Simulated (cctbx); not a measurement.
# Reading a Patterson map

Space group I4/m (no. 87), a = 6.9540 Å, b = 6.9540 Å, c = 9.7750 Å, α = 90.00°, β = 90.00°, γ = 90.00°, content Yb2 Ba4 Cr2 S12.

The data are simulated with cctbx, not measured: Mo Kα, λ = 0.71073 Å, to d = 0.75 Å, 50 % of the full sphere, strongest reflection 70000 counts, noise from counting, a 2 % proportional error and a noise floor of 4 counts (s.d.); no absorption.

Patterson synthesis, origin scaled to 1000:

```text
Patterson group I 4/m
      u       v       w   height  length (A)
  0.000   0.000   0.000   1000.0     0.00
  0.000   0.500   0.250    796.9     4.25
  0.000   0.000   0.500    715.4     4.89
  0.250   0.250   0.250    193.1     3.47
  0.000   0.500   0.000    182.9     3.48
  0.229   0.747   0.500    162.8     5.43
  0.000   0.000   0.267    151.5     2.61
  0.103   0.121   0.000     24.3     1.10
  0.000   0.000   0.113     22.0     1.10
  0.109   0.121   0.500     20.9     5.02
  0.111   0.619   0.249     19.9     3.68
  0.000   0.000   0.391     19.6     3.83
  0.000   0.162   0.000     19.2     1.12
  0.045   0.899   0.080     18.8     1.09
```

Q: Assign the vectors.

A peak at u stands for all pairs with xi − xj = u, with weight Σ ZiZj against Σ Z² = 26568 at the origin. Peak heights follow these weights only roughly, since form factors, motion and series ripples differ, all vectors within 0.55 Å of a peak are counted as merged into it though the farther ones add only part of their weight, and F(000) is left out, which lowers the whole map:

| u | v | w | shortest length (Å) | height | 1000 ΣZiZj/ΣZ² | pairs in the cell |
| --- | --- | --- | --- | --- | --- | --- |
| 0.000 | 0.500 | 0.250 | 4.25 | 797 | 793 | 4 × Yb–Ba, 4 × Ba–Cr |
| 0.000 | 0.000 | 0.500 | 4.89 | 715 | 841 | 4 × Ba–Ba, 4 × Yb–Cr, 12 × S–S |
| 0.250 | 0.250 | 0.250 | 3.47 | 193 | 347 | 8 × Ba–S, 8 × S–S |
| 0.000 | 0.500 | 0.000 | 3.48 | 183 | 347 | 8 × Ba–S, 8 × S–S |
| 0.229 | 0.747 | 0.500 | 2.55 | 163 | 226 | 4 × Yb–S, 4 × Cr–S |
| 0.000 | 0.000 | 0.267 | 2.61 | 152 | 226 | 4 × Yb–S, 4 × Cr–S |

The table stops at ten peaks or at a height of 45, below which ripples compete. In the model behind the data Yb, the heaviest element, has 1 independent site: (0, 0, 0), up to an allowed shift of origin. No listed peak is a Yb–Yb vector, so the position follows from the cell content and the cross vectors. The whole model:

| atom | mult. | x | y | z | Ueq (Å²) |
| --- | --- | --- | --- | --- | --- |
| Yb1 | 2 | 0 | 0 | 0 | 0.0046 |
| Ba1 | 4 | 1/2 | 0 | 1/4 | 0.0059 |
| Cr1 | 2 | 0 | 0 | 1/2 | 0.0070 |
| S1 | 8 | 0.2548 | 0.2216 | 1/2 | 0.0071 |
| S2 | 4 | 0 | 0 | 0.2716 | 0.0073 |

The model was made for the exercise: a known structure type with other elements put in, its volume estimated, not relaxed; displacement parameters are assumed.

[Logs are printed without paths, hosts, clocks, repeated set-up lines and the standing remarks that a program may print on its own settings, such as how far it seeks lower states.]
